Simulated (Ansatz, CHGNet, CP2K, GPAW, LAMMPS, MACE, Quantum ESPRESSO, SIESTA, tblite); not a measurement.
## Finding the fault: CP2K, amorphous 32Ga2O3-68GeO2 (mol %) (69 atoms)

Program: CP2K 2026.2, a calculation on a cell of 12 Ga, 13 Ge and 44 O, 13.6 Å³ an atom.

Contents of input.inp:

```
&GLOBAL
  PROJECT cell
  RUN_TYPE ENERGY_FORCE
  PRINT_LEVEL LOW
&END GLOBAL
&FORCE_EVAL
  METHOD QS
  STRESS_TENSOR ANALYTICAL
  &DFT
    BASIS_SET_FILE_NAME BASIS_MOLOPT_UZH
    POTENTIAL_FILE_NAME POTENTIAL_UZH
    &MGRID
      CUTOFF 800
      REL_CUTOFF 50
      NGRIDS 5
    &END MGRID
    &QS
      EPS_DEFAULT 1.0E-04
    &END QS
    &SCF
      SCF_GUESS ATOMIC
      EPS_SCF 1.0E-06
      MAX_SCF 25
      ADDED_MOS 14
      &DIAGONALIZATION
        ALGORITHM STANDARD
      &END DIAGONALIZATION
      &SMEAR ON
        METHOD FERMI_DIRAC
        ELECTRONIC_TEMPERATURE [K] 580
      &END SMEAR
      &MIXING
        METHOD BROYDEN_MIXING
        ALPHA 0.3
        NBROYDEN 8
      &END MIXING
      &PRINT
        &RESTART OFF
        &END RESTART
      &END PRINT
    &END SCF
    &XC
      &XC_FUNCTIONAL PBE
      &END XC_FUNCTIONAL
    &END XC
    &PRINT
      &MULLIKEN ON
      &END MULLIKEN
      &HIRSHFELD ON
        SHAPE_FUNCTION DENSITY
      &END HIRSHFELD
      &MO ON
        EIGENVALUES T
        OCCUPATION_NUMBERS T
        MO_INDEX_RANGE 225 248
        &EACH
          QS_SCF 0
        &END EACH
        ADD_LAST NUMERIC
      &END MO
    &END PRINT
  &END DFT
  &SUBSYS
    &CELL
      A 9.77983 0.00000 0.00000
      B 0.00000 9.77983 0.00000
      C 0.00000 0.00000 9.77983
    &END CELL
    &COORD
      SCALED
      Ga 0.74717 0.29450 0.97960
      Ga 0.16449 0.13483 0.97388
      Ga 0.85164 0.53695 0.74919
      Ga 0.73561 0.14611 0.67355
      Ga 0.57045 0.47938 0.16527
      Ga 0.63988 0.15150 0.26375
      Ga 0.74386 0.83555 0.81644
      Ga 0.94757 0.26588 0.24301
      Ga 0.38921 0.34137 0.37453
      Ga 0.79766 0.99837 0.42928
[... 55 atom lines left out ...]
      O 0.54609 0.67536 0.14100
      O 0.10362 0.14939 0.77322
      O 0.89677 0.83780 0.43937
      O 0.89742 0.51156 0.95340
    &END COORD
    &KIND Ga
      BASIS_SET DZVP-MOLOPT-PBE-GTH-q13
      POTENTIAL GTH-PBE-q13
    &END KIND
    &KIND Ge
      BASIS_SET DZVP-MOLOPT-PBE-GTH-q4
      POTENTIAL GTH-PBE-q4
    &END KIND
    &KIND O
      BASIS_SET DZVP-MOLOPT-PBE-GTH-q6
      POTENTIAL GTH-PBE-q6
    &END KIND
  &END SUBSYS
  &PRINT
    &FORCES ON
    &END FORCES
    &STRESS_TENSOR ON
    &END STRESS_TENSOR
  &END PRINT
&END FORCE_EVAL
```

Started as:

```
OMP_NUM_THREADS=1 mpirun -np 4 cp2k.psmp -i input.inp > output.txt
```

Log:

```text
CP2K| version string:                                       CP2K version 2026.2
 CP2K| Input file name                                                 input.inp
 GLOBAL| Basis set file name                                    BASIS_MOLOPT_UZH
 GLOBAL| Potential file name                                       POTENTIAL_UZH
 GLOBAL| Run type                                                   ENERGY_FORCE
 GLOBAL| Total number of message passing processes                             4
 GLOBAL| Number of threads for this process                                    1
 TOTAL NUMBERS AND MAXIMUM NUMBERS
  Total number of            - Atomic kinds:                                   3
                             - Atoms:                                         69
                             - Shell sets:                                    69
                             - Shells:                                       369
                             - Primitive Cartesian functions:                344
                             - Cartesian basis functions:                   1158
                             - Spherical basis functions:                   1041
  Maximum angular momentum of- Orbital basis functions:                        3
                             - Local part of the GTH pseudopotential:          2
                             - Non-local part of the GTH pseudopotential:      4
 SCF PARAMETERS         Density guess:                                    ATOMIC
                        max_scf:                                              25
                        eps_scf:                                        1.00E-06
                        added MOs                                        14    0
                        Mixing method:                            BROYDEN_MIXING
                                                charge density mixing in g-space
                        Smear method:                                FERMI_DIRAC
                        Electronic temperature [K]:                        580.0
                        Electronic temperature [a.u.]:                  1.84E-03
                        Accuracy threshold:                             1.00E-10
 *   ___                                                                       *
 *  /   \                                                                      *
 * [ABORT]                                                                     *
 *  \___/    Cholesky decompose failed: the matrix is not positive definite or *
 *    |                              ill-conditioned.                          *
 *  O/|                                                                        *
 * /| |                                                                        *
```

It took 1.5 s on 4 MPI ranks of Arm Neoverse V1, shared host; peak memory 1.8 GiB.

Banners, paths, timers and routine set-up lines are dropped from the logs unmarked, and long logs keep their key lines alone; longer cuts are marked.

Q: Name the fault.

Integrals screened far too loosely: EPS_DEFAULT 0.0001.

The run ended with an error.

[Also dropped from logs without a mark: logging warnings of Python, and SIESTA's first energy breakdown and zero terms.]

[Logs are printed without paths, hosts, clocks, repeated set-up lines and the standing remarks that a program may print on its own settings, such as how far it seeks lower states.]

[Hosts, paths, dates, database ids (printed as entryN), source tags and the programs' standing remarks are cut or masked in the printed files.]
